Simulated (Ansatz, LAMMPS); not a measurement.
# Convergence of a linear-scaling basis for amorphous Cd12Hg24S36 (72 atoms), part 2 of 2

Aim: test how closely localised support functions follow the reference on amorphous Cd12Hg24S36 (72 atoms), and at what cost. A setting counts as converged where the r.m.s. difference of forces stays under 1 % of the r.m.s. force.

Ansatz 0.2.0; Kohn-Sham DFT, PBE, PAW (set soft_2), plane waves.

The cell: 12 Cd, 24 Hg and 36 S. The quench rate of 1000 K/ps is many orders above laboratory rates. The starting topology of bonds comes from the classical model. Sampling is at Γ alone, for a cell whose shortest periodic width is 12 Å. The levels lack spin–orbit coupling.

So far. Step 4 (Support functions low): Forces differ from the reference by 0.44 meV/Å r.m.s., 0.11 % of their size, well within a tolerance of 1 %; the energy by -1.3 meV/atom. It took 98 s and 16 cycles; the reference's time can't be set against it, since the two runs asked for unlike analyses.

## (5) Support functions medium

The cell is solved in localised support functions.

This step: Kohn-Sham DFT, PBE, PAW (set soft_2), localised support functions (medium) (Ansatz 0.2.0).

input.yaml

```yaml
crystal:
  lattice:
    - [12.3485, 0.0, 0.0]
    - [0.0, 12.3485, 0.0]
    - [0.0, 0.0, 12.3485]
  atoms:
    [... the 72 atom lines of step 3 ...]
kpoints:
  mp_grid: { grid: [1, 1, 1] }
hamiltonian:
  xc: pbe
scf:
  occupations: { method: gaussian, width: 0.025 }
  eigensolver: { kind: { support_functions: { accuracy: medium } } }
  max_iter: 150
output:
  forces: true
  eigenvalues: true
```

Run with:

```bash
$ ansatz run input.yaml --threads 8 --pin off --max-ram 15872MiB --backend cpu --events-out ev --progress --plain --runs-dir out
```

Numbers of over 12 decimals in the logs are rounded to 6 here.

What it wrote:

```text
[...]
Crystal: 72 atoms, lattice volume = 1882.967 Å³
Basis set: ecut = 420 eV, 36785 PW (Γ), exchange–correlation on 180×180×180 points (8 copies of the dense FFT grid, shifted against one another)
Bands: 562, of which v1, the nominal top of the filled ones, is band 468 counted from 1 (467 counted from 0)
Symmetry: 1 space group operations
k-points: 1
[...]
SCF iter   1: F=—  HF=-463025.166361 eV  |F-HF|=—  |Δ(HF+E_count)|=         —  Δρ=4.23e-2  dr2=1.33e2  ethr=1.00e-1
[...]
SCF iter  18: F=—  HF=-463040.839584 eV  |F-HF|=—  |Δ(HF+E_count)|=   1.19e-6  Δρ=4.97e-6  dr2=1.71e-6  ethr=5.87e-10  κ⁻¹=2.5e-3(r=7)
SCF iter  19: F=-463040.839584 eV  HF=-463040.839584 eV  |F-HF|=6.09e-7  |Δ(HF+E_count)|=   3.54e-7  Δρ=3.62e-6  dr2=9.21e-7  ethr=1.83e-10
SCF 1 converged in 19 iterations: F = -463040.870018 eV  dr2 = 9.21e-7
[...]
SCF converged after 19 iterations
[...]
Free energy (F): -463040.870018 eV
[...]
Internal energy: -463040.856039 eV  (E = F + TS)
E sigma→0 (E₀):  -463040.863028 eV
Entropy (-TS):   -0.013979 eV (-0.194 meV/atom)
Fermi energy:    7.620974 eV
[...]
Σ components = -463040.870018   (vs F -463040.870018, Δ=0.00e0)
--- Forces (eV/Å), atoms counted from 1 ---
  atom   1  Cd    -0.28145161    -0.55839087     0.47395640
  atom   2  Cd     0.22716701     0.25655357     0.38827628
  atom   3  Cd     0.21098300    -0.12479609     0.38980454
  atom   4  Cd     0.29342429    -0.17414816    -0.14601665
[...]
atom  72  S     -0.77996593    -0.32245953    -0.09920374
  max |Σ_I F_I| component: 2.19e-3 eV/Å
--- Band table (eV) ---
[...]
```

The job ended after 1.7 min (8 threads of Arm Neoverse V1, shared host; peak memory 4.2 GiB).

Keys that differ from the reference: support_functions.accuracy = "medium" and scf.max_iter = 150.

Forces differ from the reference by 0.43 meV/Å r.m.s., 0.11 % of their size, well within a tolerance of 1 %; the energy by -1.3 meV/atom. It took 1.7 min and 19 cycles; the reference's time can't be set against it, since the two runs asked for unlike analyses.

## (6) Support functions medium, radius 3.75 Å

The radius confines each support function; a larger one gives more freedom and more work per atom.

input.yaml, the sections that differ from step 5:

```yaml
scf:
  occupations: { method: gaussian, width: 0.025 }
  eigensolver: { kind: { support_functions: { accuracy: medium, radius: 3.75 } } }
  max_iter: 150
# crystal, kpoints, hamiltonian, output: as in step 5
```

What it wrote:

```text
Warning: scf.eigensolver.kind.support_functions: disabling space-group detection — the functions' gradient is summed over unrotated k-points, so no spatial operation reduces the k-mesh or symmetrises the density; time reversal is kept, so that k and −k are solved as one point where they differ and the mesh holds both, and exact exchange and, on two spinor components, a DFT+U term hold to it where the run has them: [...]
settings of this run that can trade accuracy for cost: scf.eigensolver.kind.support_functions [...]
Engine: ansatz 0.2.0, aarch64-unknown-linux-gnu
Pseudopotentials: kind: paw
Pseudopotential: Cd, paw, valence charge 20, recommended cutoff 420 eV (normal), Cd.paw.azcp
Pseudopotential: Hg, paw, valence charge 20, recommended cutoff 420 eV (normal), Hg.paw.azcp
Pseudopotential: S, paw, valence charge 6, recommended cutoff 420 eV (normal), S.paw.azcp
[... 5 lines on functional and potentials left out ...]
Error: SCF: the radius of support functions is under 4.20 Å, the least for these sites at the functions' level (scf.eigensolver.kind.support_functions.accuracy). Use scf.eigensolver.kind: auto, or type scf.eigensolver.kind.support_functions.radius at least as long, [...]
```

The job ended after 1.6 s (8 threads; peak memory 0.43 GiB).

The program refuses radii under 4.20 Å for these atoms at this level.

## (7) Support functions medium, radius 4.28 Å

The radius confines each support function; a larger one gives more freedom and more work per atom.

input.yaml, the sections that differ from step 6:

```yaml
scf:
  occupations: { method: gaussian, width: 0.025 }
  eigensolver: { kind: { support_functions: { accuracy: medium, radius: 4.28 } } }
  max_iter: 150
# crystal, kpoints, hamiltonian, output: as in step 6
```

What it wrote:

```text
[...]
Crystal: 72 atoms, lattice volume = 1882.967 Å³
Basis set: ecut = 420 eV, 36785 PW (Γ), exchange–correlation on 180×180×180 points (8 copies of the dense FFT grid, shifted against one another)
Bands: 562, of which v1, the nominal top of the filled ones, is band 468 counted from 1 (467 counted from 0)
Symmetry: 1 space group operations
k-points: 1
[...]
SCF iter   1: F=—  HF=-463024.636330 eV  |F-HF|=—  |Δ(HF+E_count)|=         —  Δρ=4.23e-2  dr2=1.33e2  ethr=1.00e-1
[...]
SCF iter  18: F=—  HF=-463040.827996 eV  |F-HF|=—  |Δ(HF+E_count)|=   1.17e-6  Δρ=4.88e-6  dr2=1.63e-6  ethr=5.54e-10  κ⁻¹=2.5e-3(r=7)
SCF iter  19: F=-463040.827996 eV  HF=-463040.827996 eV  |F-HF|=5.75e-7  |Δ(HF+E_count)|=   3.51e-7  Δρ=3.51e-6  dr2=8.69e-7  ethr=1.74e-10
SCF 1 converged in 19 iterations: F = -463040.869043 eV  dr2 = 8.69e-7
[...]
SCF converged after 19 iterations
[...]
Free energy (F): -463040.869043 eV
[...]
Internal energy: -463040.855116 eV  (E = F + TS)
E sigma→0 (E₀):  -463040.862079 eV
Entropy (-TS):   -0.013927 eV (-0.193 meV/atom)
Fermi energy:    7.621116 eV
[...]
Σ components = -463040.869043   (vs F -463040.869043, Δ=0.00e0)
--- Forces (eV/Å), atoms counted from 1 ---
  atom   1  Cd    -0.28130225    -0.55813749     0.47384132
  atom   2  Cd     0.22739023     0.25639414     0.38838091
  atom   3  Cd     0.21084433    -0.12462805     0.38991637
  atom   4  Cd     0.29343148    -0.17472721    -0.14618702
[...]
atom  72  S     -0.77979189    -0.32283433    -0.09926898
  max |Σ_I F_I| component: 3.47e-3 eV/Å
--- Band table (eV) ---
[...]
```

It took 93 s on 8 threads; peak memory 4 GiB.

Keys that differ from the reference: support_functions.accuracy = "medium", support_functions.radius = 4.28 and scf.max_iter = 150.

Forces differ from the reference by 0.52 meV/Å r.m.s., 0.13 % of their size, well within a tolerance of 1 %; the energy by -1.3 meV/atom. It took 93 s and 19 cycles; the reference's time can't be set against it, since the two runs asked for unlike analyses.

## (8) Support functions medium, radius 4.59 Å

The radius confines each support function; a larger one gives more freedom and more work per atom.

input.yaml, the sections that differ from step 7:

```yaml
scf:
  occupations: { method: gaussian, width: 0.025 }
  eigensolver: { kind: { support_functions: { accuracy: medium, radius: 4.59 } } }
  max_iter: 150
# crystal, kpoints, hamiltonian, output: as in step 7
```

What it wrote:

```text
[...]
Crystal: 72 atoms, lattice volume = 1882.967 Å³
Basis set: ecut = 420 eV, 36785 PW (Γ), exchange–correlation on 180×180×180 points (8 copies of the dense FFT grid, shifted against one another)
Bands: 562, of which v1, the nominal top of the filled ones, is band 468 counted from 1 (467 counted from 0)
Symmetry: 1 space group operations
k-points: 1
[...]
SCF iter   1: F=—  HF=-463025.587168 eV  |F-HF|=—  |Δ(HF+E_count)|=         —  Δρ=4.24e-2  dr2=1.33e2  ethr=1.00e-1
[...]
SCF iter  18: F=—  HF=-463040.850396 eV  |F-HF|=—  |Δ(HF+E_count)|=   1.25e-6  Δρ=5.07e-6  dr2=1.78e-6  ethr=6.39e-10  κ⁻¹=2.5e-3(r=7)
SCF iter  19: F=-463040.850396 eV  HF=-463040.850396 eV  |F-HF|=6.13e-7  |Δ(HF+E_count)|=   3.79e-7  Δρ=3.68e-6  dr2=9.40e-7  ethr=1.90e-10
SCF 1 converged in 19 iterations: F = -463040.870993 eV  dr2 = 9.40e-7
[...]
SCF converged after 19 iterations
[...]
Free energy (F): -463040.870993 eV
[...]
Internal energy: -463040.856955 eV  (E = F + TS)
E sigma→0 (E₀):  -463040.863974 eV
Entropy (-TS):   -0.014039 eV (-0.195 meV/atom)
Fermi energy:    7.620837 eV
[...]
Σ components = -463040.870993   (vs F -463040.870993, Δ=0.00e0)
--- Forces (eV/Å), atoms counted from 1 ---
  atom   1  Cd    -0.28126822    -0.55853465     0.47384132
  atom   2  Cd     0.22720171     0.25641093     0.38835070
  atom   3  Cd     0.21087627    -0.12466572     0.39023174
  atom   4  Cd     0.29354004    -0.17413639    -0.14586498
[...]
atom  72  S     -0.77964103    -0.32247276    -0.09947665
  max |Σ_I F_I| component: 9.35e-4 eV/Å
--- Band table (eV) ---
[...]
```

Elapsed: 1.9 min, on 8 threads; peak memory 4.5 GiB.

Keys that differ from the reference: support_functions.accuracy = "medium", support_functions.radius = 4.59 and scf.max_iter = 150.

Forces differ from the reference by 0.37 meV/Å r.m.s., 0.093 % of their size, well within a tolerance of 1 %; the energy by -1.3 meV/atom. It took 1.9 min and 19 cycles; the reference's time can't be set against it, since the two runs asked for unlike analyses.

## (9) Another try, on a changed input

A doubtful change is made on purpose, to see how the program answers.

This step: Kohn-Sham DFT, PBE, PAW (set soft_2), plane waves (Ansatz 0.2.0).

input.yaml, the sections that differ from step 8:

```yaml
scf:
  occupations: { method: gaussian, width: 0.025 }
  max_iter: 50
output:
  forces: true
magnetization:
  spin_polarized: [1, 2]
# crystal, kpoints, hamiltonian: as in step 8
```

What it wrote:

```text
Error: YAML parse error: error: line 89 column 19: expected string scalar
  --> <input>:89:19
   |
87 |   forces: true
88 | magnetization:
89 |   spin_polarized: [1, 2]
   |                   ^ expected string scalar
```

Wall time 0.02 s (8 threads); peak memory 0.022 GiB.

The input was rejected at the start.

The program's message: “Error: YAML parse error: error: line 89 column 19: expected string scalar”

The fault in the input: a value that the key doesn't take (magnetization.spin_polarized = [1, 2]). The fix is to take out magnetization.spin_polarized.

## (10) The ladder side by side

Differences are against the plane-wave reference (Kohn-Sham DFT, PBE, PAW (set soft_2), plane waves), whose r.m.s. force component is 0.400 eV/Å. Energies are set beside the reference only for runs with its functional, potentials and electron count. Times are for 8 threads of Arm Neoverse V1, shared host. The reference's time includes the DOS, the stress and grids, which some other runs skip.

```tsv
run	Δ force, r.m.s. (meV/Å)	share of r.m.s. force (%)	Δ energy (meV/atom)	cycles	time	host memory (GiB)
reference	-	-	-	12	30 s	3.0
support functions low	0.441	0.110	-1.28	16	98 s	4.2
support functions medium	0.431	0.108	-1.29	19	1.7 min	4.2
support functions medium, radius 4.28 Å	0.518	0.130	-1.27	19	93 s	4.0
support functions medium, radius 4.59 Å	0.371	0.0929	-1.30	19	1.9 min	4.5
```

## (11) What the reference run shows

The comparisons rest on this run, so its electronic structure is set out here.

Neighbours are counted within 3.15 Å (S-Hg), 3.12 Å (S-Cd).

Length of the force by element and coordination:

```tsv
element	coordination	atoms	mean length of the force (eV/Å)	spread	least	most
Cd	all	12	0.482	0.169	0.165	0.785
Cd	2	1	0.356	0	0.356	0.356
Cd	3	5	0.606	0.162	0.371	0.785
Cd	4	6	0.399	0.114	0.165	0.518
Hg	all	24	0.593	0.249	0.151	1.20
Hg	2	5	0.632	0.200	0.316	0.903
Hg	3	9	0.596	0.258	0.151	1.20
Hg	4	10	0.570	0.260	0.168	0.939
S	all	36	0.716	0.290	0.264	1.55
S	1	2	0.578	0.0371	0.541	0.615
S	2	5	0.989	0.285	0.768	1.55
S	3	11	0.718	0.313	0.360	1.38
S	4	17	0.667	0.243	0.264	1.05
S	5	1	0.429	0	0.429	0.429
```

Intrinsic-atomic-orbital charges by element and coordination:

```tsv
element	coordination	atoms	mean charge (e)	spread	least	most
Cd	all	12	1.12	0.0919	0.921	1.23
Cd	2	1	0.921	0	0.921	0.921
Cd	3	5	1.06	0.0151	1.03	1.08
Cd	4	6	1.20	0.0171	1.19	1.23
Hg	all	24	0.793	0.145	0.512	1.02
Hg	2	5	0.602	0.0548	0.512	0.669
Hg	3	9	0.779	0.0936	0.636	0.934
Hg	4	10	0.901	0.105	0.624	1.02
S	all	36	-0.902	0.176	-1.16	-0.394
S	1	2	-0.472	0.0775	-0.549	-0.394
S	2	5	-0.722	0.0988	-0.905	-0.628
S	3	11	-0.882	0.0882	-1.05	-0.751
S	4	17	-1.01	0.111	-1.16	-0.723
S	5	1	-1.04	0	-1.04	-1.04
```

States in the cell by windows of 1 eV, zero at the Fermi level; the larger projections on atomic orbitals stand beside the total:

```tsv
from (eV)	to (eV)	total	Hg d	S p	Cd d	Hg s	S s
-18	-14	0.0	0.0	0.0	0.0	0.0	0.0
-14	-13	3.6	0.1	0.0	0.1	0.3	2.9
-13	-12	46.2	1.3	0.5	0.9	1.9	40.2
-12	-11	22.2	0.7	0.4	0.6	0.4	19.8
-11	-9	0.0	0.0	0.0	0.0	0.0	0.0
-9	-8	85.2	1.6	2.1	80.5	0.3	0.5
-8	-7	46.8	10.8	2.1	32.7	0.4	0.6
-7	-6	212.4	195.3	9.7	2.2	2.3	1.8
-6	-5	25.1	16.4	3.6	0.3	3.5	0.6
-5	-4	33.5	4.0	15.4	0.4	9.6	1.3
-4	-3	35.3	2.3	23.6	0.4	4.3	1.0
-3	-2	46.8	2.4	38.7	0.6	2.0	0.7
-2	-1	56.3	2.6	47.6	0.7	1.9	0.6
-1	0	34.9	1.1	28.1	0.2	2.5	0.5
0	1	28.9	0.5	18.3	0.1	5.9	0.4
1	2	21.3	0.2	8.7	0.0	6.8	0.4
2	3	17.2	0.1	5.0	0.0	3.0	0.3
3	4	24.7	0.1	3.4	0.0	1.1	0.2
4	5	34.3	0.1	2.2	0.0	0.6	0.1
```

The stored curve holds about 648 of the 936 electrons; the rest, give or take the few that broadening carries across the Fermi level, lie in deeper levels below its range.

The levels nearest the highest filled one (over half full), pooled over k-points and spins:

```tsv
level less the highest filled one (eV)	occupation
-0.394	2
-0.301	2
-0.233	2
-0.212	2
-0.0918	2
0	1.77
0.0425	0.225
0.0678	0.008
0.0809	0.001
0.198	0
0.237	0
0.285	0
```

Valence density in the ac plane at fractional y = 0.618, with atoms of Cd and Hg and S within 0.2 Å of it. It is the smooth field of the valence electrons, not physical close to the nuclei.

Values in e/Å³, 13 rows by 16 columns, each cell a mean:
```
 0  6  5  0  0  0  3  2  0  1  1  0  0  0  0  0
 0  5  4  0  0  0  1  1  0  1  1  0  0  0  0  0
 0  0  0  1  1  1  0  0  0  0  0  0  0  0  0  0
 0  0  0  0  1  1  0  0  0  0  0  0  0  4  8  1
 0  0  0  0  0  0  0  0  0  0  0  0  0  5  8  1
 0  0  1  1  0  1  1  0  0  0  3  5  1  0  0  0
 0  0  0  0  0  0  0  0  0  0  3  4  1  0  0  0
 0  0  0  0  0  1  1  0  0  0  0  0  0  0  0  0
 0  0  0  0  0  8 11  1  1  3  1  0  0  0  0  0
 0  2  1  0  0  1  1  0  2 11  3  0  0  0  0  0
 1 14  5  0  0  0  0  0  0  1  0  0  0  0  1  0
 0  1  1  0  0  0  0  0  0  0  0  0  0  0  1  0
 0  0  0  0  0  0  0  0  0  0  0  0  1  1  0  0
```
Columns run along a (12.3 Å), rows up along c (12.3 Å). Atoms in or near the plane, at fractional coordinates: Cd at (0.37, 0.34), Cd at (0.88, 0.68), Cd at (0.10, 0.19), Hg at (0.11, 0.92), Hg at (0.59, 0.27), S at (0.28, 0.78), S at (0.62, 0.90).

Electrostatic potential energy in the ac plane at fractional y = 0.618, with atoms of Cd and Hg and S within 0.2 Å of it. With pseudopotentials it is smooth inside the atoms' cores, unlike the true potential.

Ten even steps from '0' (-32 eV) to '9' (13 eV), each cell a mean:
```
98411268999974225899766789877789999
86000027999861003787211279999999999
86100048999875336886111169999999888
98744578755788888998533589999999888
99998987200269999999988999999999999
99999996111169999999999999998766789
99999998633689999999999999986422468
99999999999999999999999999985311358
99999999999999999999999888987433478
88898877899876799999986434788877888
77888645788732589999972000379999998
88898656899754689999972000389999999
99999888999988999999987435799999999
99999999999887889999999888999999999
99999999998543468999999999878999999
99999999986321247886446898878999999
99999999997432357850001589989999999
98656789998765688830000489999999999
85322478999999999962113799999998899
74212368999999999998778999999986678
86433579999999999999999999999975578
99877899999999999999999999888888899
99999999999999999999999998766689999
99888899999998788999999998755689999
```
Columns run along a (12.3 Å; values clipped at the 3rd and 97th percentile), rows up along c (12.3 Å). Atoms in or near the plane, at fractional coordinates: Cd at (0.37, 0.34), Cd at (0.88, 0.68), Cd at (0.10, 0.19), Hg at (0.11, 0.92), Hg at (0.59, 0.27), S at (0.28, 0.78), S at (0.62, 0.90).

Mean intrinsic-atomic-orbital charges: Cd +1.12, Hg +0.79, S -0.90 e. Within 0.4 eV of the Fermi level the largest share is S p (78 % of the projected weight).

## (12) Structure statistics

Bonds and neighbours are counted at the geometry of the runs.

Density 6.45 g/cm³, 26.15 Å³ an atom.

g(r), total and by pair (bins of 0.2 Å):

```tsv
r (Å)	total	S-S	S-Hg	S-Cd	Hg-Hg	Hg-Cd	Cd-Cd
2.40	0.05	0.00	0.00	0.28	0.00	0.00	0.00
2.60	3.31	0.00	5.68	8.52	0.00	0.00	0.00
2.80	1.19	0.00	2.48	1.55	0.00	0.98	0.00
3.00	0.82	1.89	0.86	0.00	0.00	0.60	0.00
3.20	0.77	1.51	0.34	0.00	2.53	0.00	0.00
3.40	1.03	1.42	0.31	1.33	1.79	1.12	0.92
3.60	0.62	0.45	0.52	0.26	1.42	1.20	0.00
3.80	0.70	0.33	0.48	0.71	1.08	1.28	2.83
4.00	1.50	1.71	1.47	0.77	1.64	1.94	1.94
4.20	1.57	2.22	0.75	1.09	1.77	2.94	2.34
4.40	1.39	1.73	1.48	0.98	1.23	1.08	1.58
4.60	0.96	0.77	1.08	1.08	0.37	1.35	1.47
4.80	1.01	1.05	1.06	0.84	1.13	0.91	0.92
5.00	0.83	0.83	0.94	0.98	0.42	0.93	0.00
5.20	0.69	0.47	0.90	0.78	0.68	0.38	0.77
5.40	0.83	0.96	0.74	0.89	0.53	1.07	0.72
5.60	0.81	0.55	1.03	0.99	0.74	0.67	0.32
5.80	0.93	0.72	1.16	1.08	0.85	0.62	0.92
6.00	1.02	1.12	0.97	1.11	1.01	0.94	0.58
```

Bonds by pair of elements; cutoffs follow the first minimum of g(r), held within bounds set by covalent radii, and pairs that aren't listed don't count as bonded:

```tsv
pair A-B	cutoff (Å)	bonds	mean length (Å)	spread (Å)	shortest (Å)	B about A	A about B
S-Hg	3.15	77	2.72	0.143	2.53	2.14	3.21
S-Cd	3.12	41	2.62	0.086	2.49	1.14	3.42
```

How many atoms have how many bonded neighbours:

```tsv
element	mean	1	2	3	4	5
Cd	3.42	0	1	5	6	0
Hg	3.21	0	5	9	10	0
S	3.28	2	5	11	17	1
```

Rings of the network by King's shortest-path rule, up to 12 atoms, one path for each pair of neighbours; H, halogens, alkali and alkaline-earth atoms are left out, and the last column divides by all other atoms, bonded or not:

```tsv
ring size (atoms)	rings	per network atom
4	10	0.139
6	32	0.444
8	35	0.486
10	23	0.319
12	7	0.097
```

First main peaks of g(r), for some of the pairs, lie near 3.1 Å (S-S), 2.7 Å (S-Hg), 2.6 Å (S-Cd) and 3.2 Å (Hg-Hg). With the cutoffs above, 50 % of Cd atoms have 4, 42 % of Hg atoms have 4 and 47 % of S atoms have 4 bonded neighbours. Rings of 8 atoms are the most common (33 % of those counted); sizes run from 4 to 12, where the search stops.

Local excerpt of 8 atoms (numbers count through the whole input) about Cd1, picked at random; x, y, z are measured from there.

```tsv
atom	x	y	z	distance (Å)	bonds	intrinsic-atomic-orbital charge (e)	Fx	Fy	Fz (eV/Å)
Cd1	0.00	0.00	0.00	0.00	3	1.07	-0.28	-0.56	0.47
S62	-1.58	1.72	-1.11	2.59	4	-1.16	0.21	0.05	0.16
S65	-0.33	-2.32	-1.12	2.59	3	-0.92	0.30	0.18	-0.06
S38	-0.02	-0.50	2.60	2.65	2	-0.72	-0.47	1.18	-0.88
Hg35	2.67	0.27	-0.79	2.80	2	0.51	0.44	0.39	-0.09
S59	2.54	-2.10	0.61	3.35	3	-0.75	0.72	0.15	-0.20
Cd8	0.15	3.03	1.46	3.36	3	1.08	0.41	0.08	0.18
Hg19	-2.37	1.08	2.55	3.64	3	0.75	0.04	-0.28	-0.63
```

The column of bonds counts only the pairs S-Hg within 3.15 Å, S-Cd within 3.12 Å; other neighbours, such as metal atoms beside each other in a compound, aren't counted, and periodic images can show an atom twice.

## (13) Outcome

```json
{
  "free energy per atom": "-6431.1219 eV/atom",
  "pressure": "-1.694 GPa",
  "r.m.s. force component": "0.3997 eV/Å",
  "wall time of the 5 DFT runs": "7.3 min"
}
```

Against plane waves at 420 eV, the forces differ by 0.43 meV/Å (0.11 %) with support functions medium, and by 0.37 meV/Å in the closest run (support functions medium, radius 4.59 Å). At 72 atoms the fastest of the runs at a preset level, support functions low, takes roughly 3.3 times the time of plane waves (whose run also made extra analyses, so the like-for-like ratio is larger), in 16 SCF cycles against 12. Differences between support functions and plane waves include what basis error the plane-wave run still has.

Counting bands leaves a spacing of only 0.043 eV (at Γ alone), which the smearing bridges: 2 levels are partly filled by over 2 %, so a gap, if any, is small at this level. With the cutoffs above, 50 % of Cd atoms have 4, 42 % of Hg atoms have 4 and 47 % of S atoms have 4 bonded neighbours.

**Limits.** The geometry was minimised with a classical potential after classical dynamics and isn't relaxed at this level: its force components are 0.40 eV/Å r.m.s. The pressure of -1.7 GPa belongs to a cell and atoms that aren't relaxed at this level.

[Logs are printed without paths, hosts, clocks, repeated set-up lines and the standing remarks that a program may print on its own settings, such as how far it seeks lower states.]

[Hosts, paths, dates, database ids (printed as entryN), source tags and the programs' standing remarks are cut or masked in the printed files.]
